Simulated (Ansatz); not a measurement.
**Li on Cu(100): change of the work function**

How does one ordered layer of Li (hollow site) change the work function of Cu(100), and what dipole does each adsorbate carry?

Method: plane-wave DFT, PBE, Ansatz PAW, in Ansatz 0.2.0.

## Step 1: The system as given

The cell holds 4 atoms: 4 Cu. Its edges and angles: a = 2.553 Å, b = 2.553 Å, c = 23.415 Å, α = 90.0°, β = 90.0°, γ = 90.0°. Vacuum lies along c.

## Step 2: The clean slab

The bare slab comes first, as the zero from which every change is counted. The two lowest layers are held at bulk places and the upper ones relax. The dipole correction removes the false field that a one-sided slab makes across the periodic vacuum, so each face gets a flat vacuum level of its own.

File input.yaml:

```yaml
crystal:
  lattice:
    - [2.5526554801, 0.0, 0.0]
    - [0.0, 2.5526554801, 0.0]
    - [0.0, 0.0, 23.415]
  atoms:
    - { symbol: Cu, position: [0.5, 0.5, 0.3843689942] }
    - { symbol: Cu, position: [0.0, 0.0, 0.4614563314] }
    - { symbol: Cu, position: [0.5, 0.5, 0.5385436686] }
    - { symbol: Cu, position: [0.0, 0.0, 0.6156310058] }
kpoints:
  mp_grid: { grid: [12, 12, 1] }
hamiltonian:
  xc: pbe
scf:
  occupations: { method: fermi_dirac, width: 0.1 }
  convergence: { dr2_threshold: 1.0e-08 }
efield:
  axis: 3
  dipole_correction: true
  ramp_position: 0.97
  ramp_width: 0.06
relax:
  f_tol: 0.02
  max_steps: 60
  constraints: [{ sites: [0, 1] }]
output:
  write_potential: true
  write_density: true
  volumetric_format: npy
```

Launch:

```bash
> ansatz run input.yaml --threads 4 --pin off --max-ram 6144MiB --backend cpu --events-out ev --progress --plain --runs-dir out
```

Output:

```text
Engine: ansatz 0.2.0, aarch64-unknown-linux-gnu
Pseudopotentials: kind: paw
Pseudopotential: Cu, paw, valence charge 19, recommended cutoff 420 eV (normal), Cu.paw.azcp
Functional definition: PBE
  parameter kappa = 0.804
  parameter beta = 0.066725
  exchange = pbe_x(kappa = kappa, mu = beta*pi^2/3)
  correlation = pbe_c(beta = beta)
Crystal: 4 atoms, lattice volume = 152.573 Å³
Basis set: ecut = 420 eV, 3011 PW (Γ), exchange–correlation on 36×36×320 points (8 copies of the dense FFT grid, shifted against one another)
Bands: 46, of which v1, the nominal top of the filled ones, is band 38 counted from 1 (37 counted from 0)
Symmetry: 8 space group operations
k-points: 28 of 144
Non-local potential: Cu, projectors of the file, l = 0: 3, l = 1: 2, l = 2: 3, l = 3: 1
PAW form: soft (Blöchl's): semilocal exchange-correlation on the pseudo side does not see the compensation charge
PAW one-centre angular grid: Cu, 590 points (default); XC on 64 Gauss nodes
Initial density: superposition of atomic densities (neutral atoms: chi_scale 0, normalization atom), corrected by the library's trained network
Initial wavefunctions: pseudopotential atomic-orbital guess
Functional: x = pbe(κ = 0.804, μ = 0.219515), c = pbe(β = 0.066725)
SCF iter   1: F=—  HF=-26499.487320 eV  |F-HF|=—  |Δ(HF+E_count)|=         —  Δρ=1.44e-3  dr2=1.11e-2  ethr=1.77e-3  p=-0.000 e·Å  D=-7.17e-15 V/Å  ΔV_dip=0.00 eV  dr2_dipole=9.36e-9  V_vac-E_F(+/−)=4.49/4.49 eV  ⟨swp⟩=8.7  Hψ=5648  notcnv=0  defer=4
efield: sawtooth ramp at fractional position 0.9700 (set: `efield.ramp_position`, or a place that a band, a saddle search or an elastic batch's reference lends), width 0.0600; the density the first Hamiltonian is built on has a dipole p = -0.000 e·Å; the dipole correction subtracts the counter field D = -7.17e-15 V/Å, which shifts the + side's vacuum level by +0.00 eV against the − side's; the planar-averaged density in the ramp window peaks in size at 3.2e-5 e/Å³
preconditioner: auto → LDOS  [metal: Δε(μ)=0.060 eV  Ē_g=8.062 eV  σ=0.100 eV  W_gap=0.15  n_scr=18 (ndim 8)  ℏωp=19.9 eV  f_vac=0.639  D(μ)=1.29/eV (n_scr^D=8)  β→1.0]
SCF iter   2: F=—  HF=-26499.492234 eV  |F-HF|=—  |Δ(HF+E_count)|=   4.91e-3  Δρ=1.83e-3  dr2=4.23e-3  ethr=1.46e-5  p=-0.000 e·Å  D=-6.15e-6 V/Å  ΔV_dip=0.00 eV  dr2_dipole=8.99e-8  V_vac-E_F(+/−)=4.58/4.58 eV  ⟨swp⟩=2.9  Hψ=2867  notcnv=0  defer=39
SCF iter   3: F=—  HF=-26499.491934 eV  |F-HF|=—  |Δ(HF+E_count)|=   3.00e-4  Δρ=1.46e-3  dr2=1.64e-3  ethr=5.57e-6  p=-0.000 e·Å  D=-3.99e-5 V/Å  ΔV_dip=0.00 eV  dr2_dipole=2.09e-7  V_vac-E_F(+/−)=4.57/4.57 eV  ⟨swp⟩=2.5  Hψ=2210  notcnv=0  defer=39
SCF iter   4: F=—  HF=-26499.491508 eV  |F-HF|=—  |Δ(HF+E_count)|=   4.25e-4  Δρ=1.91e-4  dr2=1.24e-4  ethr=2.16e-6  p=0.000 e·Å  D=2.29e-5 V/Å  ΔV_dip=-0.00 eV  dr2_dipole=3.76e-9  V_vac-E_F(+/−)=4.57/4.57 eV  ⟨swp⟩=2.0  Hψ=1832  notcnv=0  defer=39
SCF iter   5: F=—  HF=-26499.491515 eV  |F-HF|=—  |Δ(HF+E_count)|=   6.70e-6  Δρ=1.10e-4  dr2=2.44e-5  ethr=1.63e-7  p=-0.000 e·Å  D=-1.13e-5 V/Å  ΔV_dip=0.00 eV  dr2_dipole=1.49e-9  V_vac-E_F(+/−)=4.58/4.58 eV  ⟨swp⟩=2.1  Hψ=1761  notcnv=0  defer=39
SCF iter   6: F=—  HF=-26499.491522 eV  |F-HF|=—  |Δ(HF+E_count)|=   7.00e-6  Δρ=1.05e-4  dr2=1.04e-5  ethr=3.21e-8  p=0.000 e·Å  D=2.18e-5 V/Å  ΔV_dip=-0.00 eV  dr2_dipole=1.22e-8  V_vac-E_F(+/−)=4.58/4.58 eV  ⟨swp⟩=2.0  Hψ=1843  notcnv=0  defer=39
SCF iter   7: F=—  HF=-26499.491515 eV  |F-HF|=—  |Δ(HF+E_count)|=   7.04e-6  Δρ=2.78e-5  dr2=8.10e-7  ethr=1.37e-8  p=0.000 e·Å  D=4.93e-6 V/Å  ΔV_dip=-0.00 eV  dr2_dipole=2.35e-11  V_vac-E_F(+/−)=4.58/4.58 eV  ⟨swp⟩=2.1  Hψ=1733  notcnv=0  defer=39
SCF iter   8: F=—  HF=-26499.491526 eV  |F-HF|=—  |Δ(HF+E_count)|=   1.13e-5  Δρ=2.01e-5  dr2=4.10e-7  ethr=1.07e-9  p=0.000 e·Å  D=3.53e-6 V/Å  ΔV_dip=-0.00 eV  dr2_dipole=2.39e-9  V_vac-E_F(+/−)=4.58/4.58 eV  ⟨swp⟩=2.0  Hψ=1851  notcnv=0  defer=39
SCF iter   9: F=—  HF=-26499.491526 eV  |F-HF|=—  |Δ(HF+E_count)|=   1.27e-7  Δρ=8.58e-6  dr2=8.09e-8  ethr=5.39e-10  p=0.000 e·Å  D=5.33e-7 V/Å  ΔV_dip=-0.00 eV  dr2_dipole=3.71e-10  V_vac-E_F(+/−)=4.58/4.58 eV  ⟨swp⟩=2.0  Hψ=1812  notcnv=0  defer=39
SCF iter  10: F=-26499.491526 eV  HF=-26499.491526 eV  |F-HF|=5.55e-8  |Δ(HF+E_count)|=   3.77e-8  Δρ=1.16e-6  dr2=1.64e-9  ethr=1.32e-11  p=0.000 e·Å  D=2.47e-7 V/Å  ΔV_dip=-0.00 eV  dr2_dipole=7.83e-12  V_vac-E_F(+/−)=4.58/4.58 eV  ⟨swp⟩=8.1  Hψ=9194  notcnv=0
SCF 1 converged in 10 iterations: F = -26499.491526 eV  dr2 = 1.64e-9
  greatest PAW one-centre occupation: 1.000 electrons in one spin orbital (limit 2), on the Cu atom at site 3 (counted from 0), in its partial waves of l = 0
relax step   1: F+E_penalty+E_count = -26499.49152650 eV  Δ(F+E_penalty+E_count) = +0.000e0 eV  max|allowed force component| = 2.181e-1 eV/Å  Δτ_max = 0.0000 Å  (10 SCF iters, accepted)
Initial density: handed on by an earlier stage of this run
Initial wavefunctions: those handed on with the density
iter 1 solved again at ethr=4.94e-7 eV; its pass at ethr=3.10e-3 eV (dr2=3.76e-4 eV) is discarded
SCF iter   1: F=—  HF=-26499.493642 eV  |F-HF|=—  |Δ(HF+E_count)|=         —  Δρ=7.18e-4  dr2=3.81e-4  ethr=4.94e-7  p=0.000 e·Å  D=6.55e-7 V/Å  ΔV_dip=-0.00 eV  dr2_dipole=5.33e-7  V_vac-E_F(+/−)=4.58/4.58 eV  ⟨swp⟩=2.8  Hψ=4247  notcnv=0  defer=52
efield: sawtooth ramp at fractional position 0.9700 (set: `efield.ramp_position`, or a place that a band, a saddle search or an elastic batch's reference lends), width 0.0600; the density the first Hamiltonian is built on has a dipole p = 0.000 e·Å; the dipole correction subtracts the counter field D = 6.55e-7 V/Å, which shifts the + side's vacuum level by -0.00 eV against the − side's; the planar-averaged density in the ramp window peaks in size at 2.3e-5 e/Å³
preconditioner: auto → LDOS  [metal: Δε(μ)=0.090 eV  Ē_g=8.129 eV  σ=0.100 eV  W_gap=0.22  n_scr=18 (ndim 8)  ℏωp=19.9 eV  f_vac=0.638  D(μ)=1.28/eV (n_scr^D=8)  β→1.0]
SCF iter   2: F=—  HF=-26499.493463 eV  |F-HF|=—  |Δ(HF+E_count)|=   1.80e-4  Δρ=1.93e-4  dr2=8.92e-5  ethr=4.94e-7  p=0.000 e·Å  D=2.69e-4 V/Å  ΔV_dip=-0.01 eV  dr2_dipole=1.27e-5  V_vac-E_F(+/−)=4.58/4.58 eV  ⟨swp⟩=2.1  Hψ=2198  notcnv=0  defer=52
SCF iter   3: F=—  HF=-26499.493458 eV  |F-HF|=—  |Δ(HF+E_count)|=   4.73e-6  Δρ=1.84e-4  dr2=3.53e-5  ethr=1.17e-7  p=0.000 e·Å  D=1.03e-4 V/Å  ΔV_dip=-0.00 eV  dr2_dipole=5.88e-7  V_vac-E_F(+/−)=4.58/4.58 eV  ⟨swp⟩=2.0  Hψ=1859  notcnv=0  defer=52
SCF iter   4: F=—  HF=-26499.493455 eV  |F-HF|=—  |Δ(HF+E_count)|=   2.82e-6  Δρ=9.12e-5  dr2=8.65e-6  ethr=4.64e-8  p=0.000 e·Å  D=1.63e-4 V/Å  ΔV_dip=-0.00 eV  dr2_dipole=1.04e-7  V_vac-E_F(+/−)=4.58/4.58 eV  ⟨swp⟩=2.0  Hψ=1849  notcnv=0  defer=52
SCF iter   5: F=—  HF=-26499.493458 eV  |F-HF|=—  |Δ(HF+E_count)|=   3.12e-6  Δρ=2.20e-5  dr2=5.03e-7  ethr=1.14e-8  p=0.000 e·Å  D=1.56e-4 V/Å  ΔV_dip=-0.00 eV  dr2_dipole=1.16e-8  V_vac-E_F(+/−)=4.58/4.58 eV  ⟨swp⟩=2.0  Hψ=1786  notcnv=0  defer=52
SCF iter   6: F=—  HF=-26499.493458 eV  |F-HF|=—  |Δ(HF+E_count)|=   2.31e-7  Δρ=1.23e-5  dr2=1.50e-7  ethr=6.62e-10  p=0.000 e·Å  D=1.63e-4 V/Å  ΔV_dip=-0.00 eV  dr2_dipole=2.72e-9  V_vac-E_F(+/−)=4.58/4.58 eV  ⟨swp⟩=2.0  Hψ=1850  notcnv=0  defer=52
SCF iter   7: F=-26499.493458 eV  HF=-26499.493458 eV  |F-HF|=7.91e-9  |Δ(HF+E_count)|=   8.22e-8  Δρ=2.24e-6  dr2=5.36e-9  ethr=1.32e-11  p=0.000 e·Å  D=1.65e-4 V/Å  ΔV_dip=-0.00 eV  dr2_dipole=5.96e-12  V_vac-E_F(+/−)=4.58/4.58 eV  ⟨swp⟩=8.1  Hψ=9402  notcnv=0
SCF 2 converged in 7 iterations: F = -26499.493458 eV  dr2 = 5.36e-9
  greatest PAW one-centre occupation: 1.000 electrons in one spin orbital (limit 2), on the Cu atom at site 0 (counted from 0), in its partial waves of l = 0
relax step   2: F+E_penalty+E_count = -26499.49345845 eV  Δ(F+E_penalty+E_count) = -1.932e-3 eV  max|allowed force component| = 1.395e-1 eV/Å  Δτ_max = 0.0117 Å  (7 SCF iters, accepted)
SCF iter   1: F=—  HF=-26499.495296 eV  |F-HF|=—  |Δ(HF+E_count)|=         —  Δρ=1.19e-3  dr2=9.92e-4  ethr=1.36e-5  p=0.000 e·Å  D=1.65e-4 V/Å  ΔV_dip=-0.00 eV  dr2_dipole=3.18e-9  V_vac-E_F(+/−)=4.58/4.58 eV  ⟨swp⟩=3.2  Hψ=3121  notcnv=0  defer=52
efield: sawtooth ramp at fractional position 0.9700 (set: `efield.ramp_position`, or a place that a band, a saddle search or an elastic batch's reference lends), width 0.0600; the density the first Hamiltonian is built on has a dipole p = 0.000 e·Å; the dipole correction subtracts the counter field D = 1.65e-4 V/Å, which shifts the + side's vacuum level by -0.00 eV against the − side's; the planar-averaged density in the ramp window peaks in size at 2.2e-5 e/Å³
preconditioner: auto → LDOS  [metal: Δε(μ)=0.088 eV  Ē_g=8.129 eV  σ=0.100 eV  W_gap=0.21  n_scr=18 (ndim 8)  ℏωp=19.9 eV  f_vac=0.638  D(μ)=1.29/eV (n_scr^D=8)  β→1.0]
SCF iter   2: F=—  HF=-26499.494825 eV  |F-HF|=—  |Δ(HF+E_count)|=   4.71e-4  Δρ=3.85e-4  dr2=2.55e-4  ethr=1.31e-6  p=0.000 e·Å  D=5.86e-4 V/Å  ΔV_dip=-0.01 eV  dr2_dipole=3.47e-5  V_vac-E_F(+/−)=4.57/4.58 eV  ⟨swp⟩=2.0  Hψ=2546  notcnv=0  defer=52
SCF iter   3: F=—  HF=-26499.494799 eV  |F-HF|=—  |Δ(HF+E_count)|=   2.58e-5  Δρ=4.05e-4  dr2=1.71e-4  ethr=3.36e-7  p=0.000 e·Å  D=4.58e-4 V/Å  ΔV_dip=-0.01 eV  dr2_dipole=3.20e-6  V_vac-E_F(+/−)=4.57/4.58 eV  ⟨swp⟩=2.2  Hψ=2080  notcnv=0  defer=52
SCF iter   4: F=—  HF=-26499.494776 eV  |F-HF|=—  |Δ(HF+E_count)|=   2.40e-5  Δρ=6.85e-5  dr2=6.36e-6  ethr=2.25e-7  p=0.000 e·Å  D=4.56e-4 V/Å  ΔV_dip=-0.01 eV  dr2_dipole=2.49e-7  V_vac-E_F(+/−)=4.57/4.58 eV  ⟨swp⟩=2.0  Hψ=1803  notcnv=0  defer=52
SCF iter   5: F=—  HF=-26499.494796 eV  |F-HF|=—  |Δ(HF+E_count)|=   2.04e-5  Δρ=2.59e-5  dr2=9.69e-7  ethr=8.37e-9  p=0.000 e·Å  D=4.76e-4 V/Å  ΔV_dip=-0.01 eV  dr2_dipole=9.11e-8  V_vac-E_F(+/−)=4.57/4.58 eV  ⟨swp⟩=2.9  Hψ=1992  notcnv=0  defer=52
SCF iter   6: F=—  HF=-26499.494796 eV  |F-HF|=—  |Δ(HF+E_count)|=   1.95e-7  Δρ=7.49e-6  dr2=6.43e-8  ethr=1.27e-9  p=0.000 e·Å  D=4.75e-4 V/Å  ΔV_dip=-0.01 eV  dr2_dipole=4.70e-9  V_vac-E_F(+/−)=4.57/4.58 eV  ⟨swp⟩=2.0  Hψ=1717  notcnv=0  defer=52
SCF iter   7: F=—  HF=-26499.494796 eV  |F-HF|=—  |Δ(HF+E_count)|=   2.25e-7  Δρ=3.81e-6  dr2=1.47e-8  ethr=1.32e-11  p=0.000 e·Å  D=4.89e-4 V/Å  ΔV_dip=-0.01 eV  dr2_dipole=1.12e-10  V_vac-E_F(+/−)=4.57/4.58 eV  ⟨swp⟩=9.8  Hψ=9018  notcnv=0
SCF iter   8: F=—  HF=-26499.494796 eV  |F-HF|=—  |Δ(HF+E_count)|=   7.59e-8  Δρ=3.61e-6  dr2=1.52e-8  ethr=1.32e-11  p=0.000 e·Å  D=4.94e-4 V/Å  ΔV_dip=-0.01 eV  dr2_dipole=3.72e-10  V_vac-E_F(+/−)=4.57/4.58 eV  ⟨swp⟩=9.1  Hψ=8386  notcnv=0
SCF iter   9: F=-26499.494796 eV  HF=-26499.494796 eV  |F-HF|=1.08e-9  |Δ(HF+E_count)|=   1.26e-8  Δρ=1.23e-6  dr2=2.58e-9  ethr=1.32e-11  p=0.000 e·Å  D=4.96e-4 V/Å  ΔV_dip=-0.01 eV  dr2_dipole=1.01e-10  V_vac-E_F(+/−)=4.57/4.58 eV  ⟨swp⟩=6.8  Hψ=8438  notcnv=0
SCF 3 converged in 9 iterations: F = -26499.494796 eV  dr2 = 2.58e-9
relax step   3: F+E_penalty+E_count = -26499.49479638 eV  Δ(F+E_penalty+E_count) = -1.338e-3 eV  max|allowed force component| = 2.096e-3 eV/Å  Δτ_max = 0.0196 Å  (9 SCF iters, accepted)
NSCF: frozen V_eff on 28 k-points
the band table was solved once a step of the walk had ended and its energy, with any forces and stress, was formed, with the checks that follow a solve (6803 applications of the Hamiltonian). They found nothing against the state; the energy, forces and stress were not computed again (output.eigenvalues in the input reference)
WARN: The output density's exchange-correlation potential varies sharply where the density is thin. Do not read a vacuum level from v_tot or v_xc, or from such a field of the output density. On a cell that repeats whose density bears no net charge and no dipole along the vacuum's axis use v_es (v_loc + v_h of the components); under efield.dipole_correction with no amplitude use v_es + v_field, which holds any externa [...]
SCF converged after 9 iterations
Free energy (F): -26499.494796 eV
Harris-Foulkes:  -26499.494796 eV  (|F-HF|=1.08e-9)
Internal energy: -26499.450325 eV  (E = F + TS)
E sigma→0 (E₀):  -26499.472561 eV
Entropy (-TS):   -0.044472 eV (-11.118 meV/atom)
Fermi energy:    2.077824 eV
Dipole field:    D = 0.000480 V/Å  (p = 0.000405 e·Å, saw-weighted, corrected)
Work function:   Φ+ = 4.5707 eV   Φ− = 4.5819 eV
Levels:          The Fermi level and band energies are counted from a zero that moves with the ramp; work functions are not
--- Per-component energies (eV) ---
  E_band       = -2536.166481
  E_kinetic    = 1198.309528
  E_local      = -168854.316736  (includes V_loc(G=0)·N_el)
  E_nonlocal   = 1567.140432
  E_hartree    = 82915.850747
  E_xc         = -355.051919
  E_vxc        = -457.887175  (∫ρ·V_xc dr)
  E_paw        = -6658.907342  (= ΣΔE_a)
  E_vpaw       = -1821.114881  (= ΣTr[D̂ρ^β])
  E_aug_tail   = 0.001125  (compensation charges beyond the density's cutoff)
  E_efield     = 0.000000  (sawtooth field / dipole correction)
  E_vefield    = -0.000313  (∫n·V_field dr)
  E_ewald      = 63687.523840
  E_smearing   = -0.044472  (= −TS)
  E_closure    = -0.000000  (closes the sum)
  Σ components = -26499.494796   (vs F -26499.494796, Δ=0.00e0)
--- Forces (eV/Å), atoms counted from 1 ---
  atom   1  Cu     0.00000000     0.00000000     0.10441413
  atom   2  Cu    -0.00000000     0.00000000    -0.10661282
  atom   3  Cu     0.00000000     0.00000000     0.00010979
  atom   4  Cu     0.00000000     0.00000000     0.00209603
  max |Σ_I F_I| component: 7.12e-6 eV/Å
--- Band table (eV; the first three rows and the last of 28) ---
  k-point 0: bands = [... 34 lower, 0.3997, 0.6183, 0.6474, 0.6474, 0.6479, 1.6164, 3.1949, 6.4525, ... 4 higher]
  k-point 1: bands = [... 34 lower, 0.4671, 0.5052, 0.5494, 0.6055, 0.6780, 1.9009, 3.5303, 6.6065, ... 4 higher]
  k-point 2: bands = [... 34 lower, 0.4625, 0.4862, 0.5546, 0.6159, 0.6727, 2.5350, 4.3478, 7.0666, ... 4 higher]
  k-point 27: bands = [... 34 lower, 1.0039, 1.0231, 4.5597, 4.5597, 6.7457, 6.7457, 9.5125, 9.5174, ... 4 higher]
--- Relaxed structure (3 steps of the walk, 3 accepted, 0 SCFs on fresh bases) ---
  F+E_penalty+E_count = -26499.49479638 eV   max|allowed force component| = 2.096e-3 eV/Å
  atoms:
    - { symbol: Cu, position: [0.5, 0.5, 0.384369] }
    - { symbol: Cu, position: [0.0, 0.0, 0.461456] }
    - { symbol: Cu, position: [0.5, 0.5, 0.539882] }
    - { symbol: Cu, position: [0, 0.0, 0.615758] }
```

The job ended after 18 s (4 threads of Arm Neoverse V1, shared host; peak memory 0.5 GiB; 68 s of CPU time).

Reading the cycles: dr2 is the Hartree energy of the density residual (eV), the measure of convergence; HF is the Harris–Foulkes estimate of the energy, which meets the free energy F at convergence.

Relaxation path:

| step | energy less that of the first step (eV) | largest force component (eV/Å) |
| --- | --- | --- |
| 1 | 0.0000 | 0.2181 |
| 2 | -0.0019 | 0.1395 |
| 3 | -0.0033 | 0.0021 |

The run keeps the 8 symmetry operations that the program found, so distortions that break them were not tested.

The atoms that moved most (Å):

| atom | dx | dy | dz | length |
| --- | --- | --- | --- | --- |
| Cu3 | 0.000 | 0.000 | 0.031 | 0.031 |

The relaxed structure:

```xyz
4
Lattice="2.5527 0.0000 0.0000 0.0000 2.5527 0.0000 0.0000 0.0000 23.4150" Properties=species:S:1:pos:R:3
Cu    1.2763    1.2763    9.0000
Cu    0.0000    0.0000   10.8050
Cu    1.2763    1.2763   12.6413
Cu    0.0000    0.0000   14.4180
```

Read from the output:

```yaml
energy_at_zero_smearing: -26499.4726 eV
work_function_upper_face: 4.571 eV
dipole_along_the_normal: 4.05e-4 e·Å
```

Running mean over 1.805 Å of the planar mean; the ramp of the sawtooth is left out. Table of electron's electrostatic potential energy less the Fermi level by z:

z (Å), electron's electrostatic potential energy less the Fermi level (eV) and a bar from the least value:
```
        3       4.58 ##############################
        4       4.58 ##############################
        5       4.58 ##############################
        6       4.54 ##############################
        7       4.10 #############################
        8      -1.44 #################
        9      -8.30 #
       10      -8.72 
       11      -8.72 
       12      -8.55 #
       13      -8.94 
       14      -8.80 
       15      -5.53 ########
       16       3.08 ###########################
       17       4.46 ##############################
       18       4.56 ##############################
       19       4.57 ##############################
       20       4.57 ##############################
```

The relaxation took 3 steps and lowered the energy by 0.0033 eV; the largest force on the free atoms ends at 0.0021 eV/Å.

The work function of the upper face is 4.57 eV.

[end of part 1 of 2]

[Long decimals in the printed logs are rounded to 6 places.]

[Logs are printed without paths, hosts, clocks, repeated set-up lines and the standing remarks that a program may print on its own settings, such as how far it seeks lower states.]

[Hosts, paths, dates, database ids (printed as entryN), source tags and the programs' standing remarks are cut or masked in the printed files.]

[Maps of the electrostatic potential energy from Ansatz leave out the sawtooth potential of an applied field or a dipole correction, so their vacuum need not be flat; planar profiles and work functions include it.]
